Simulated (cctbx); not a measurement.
# Absolute structure of Sm3SiAgSe7

Space group P6_3 (no. 173), a = 10.5900 Å, b = 10.5900 Å, c = 6.1110 Å, α = 90.00°, β = 90.00°, γ = 120.00°.

| atom | mult. | x | y | z | Ueq (Å²) |
| --- | --- | --- | --- | --- | --- |
| Sm1 | 6 | 0.6431 | 0.8704 | 0.7537 | 0.0126 |
| Ag1 | 2 | 0 | 0 | 0.7040 | 0.0095 |
| Se1 | 6 | 0.5186 | 0.4134 | 0.9798 | 0.0185 |
| Se2 | 6 | 0.9028 | 0.1658 | 0.7173 | 0.0086 |
| Se3 | 2 | 1/3 | 2/3 | 0.9624 | 0.0156 |
| Si1 | 2 | 2/3 | 1/3 | 0.8256 | 0.0183 |

The model was made for the exercise: a known structure type with other elements put in, its volume estimated, not relaxed; displacement parameters are assumed.

Data sets are simulated with cctbx and refined with Bijvoet mates kept apart; Flack x is then fitted as the share of an inverted twin with the atoms fixed, Hooft y from the Bijvoet differences. The group has rotations alone, so the crystal has a hand.

Untwinned crystal. What Flack and Hooft values should come out?

```
  λ (Å)  extinction (unmodelled)  d min (Å)  top counts  error (%)     model      R1  Flack x   s.u.  Hooft y   s.u.  pairs
0.71073                      0.1       0.77       20000          6  as given  0.0137    0.005  0.013   -0.015  0.016    410
0.71073                      0.1       0.77       20000          6  inverted  0.0287    0.984  0.014    1.028  0.017    410
1.54184                        0       0.83        5000          4  as given  0.0170   -0.006  0.004   -0.002  0.005    329
```

With Mo Kα, x is within 3 s.u. of 0, so the hand is right. With Cu Kα, x is within 3 s.u. of 0, so the hand is right. Inverting the model turns x into about 1 − x.

A further crystal gives:

```csv
λ (Å),extinction (unmodelled),d min (Å),top counts,error (%),model,R1,Flack x,s.u.,Hooft y,s.u.,pairs
1.54184,0,0.83,70000,1.5,as given,0.0415,0.298,0.002,0.295,0.001,328
```

**Question.** What is it?

It was simulated as an inversion twin with a fraction 0.3 of the inverted domain. Flack x is over 3 s.u. from both 0 and 1 and reads that fraction.

[Logs are printed without paths, hosts, clocks, repeated set-up lines and the standing remarks that a program may print on its own settings, such as how far it seeks lower states.]
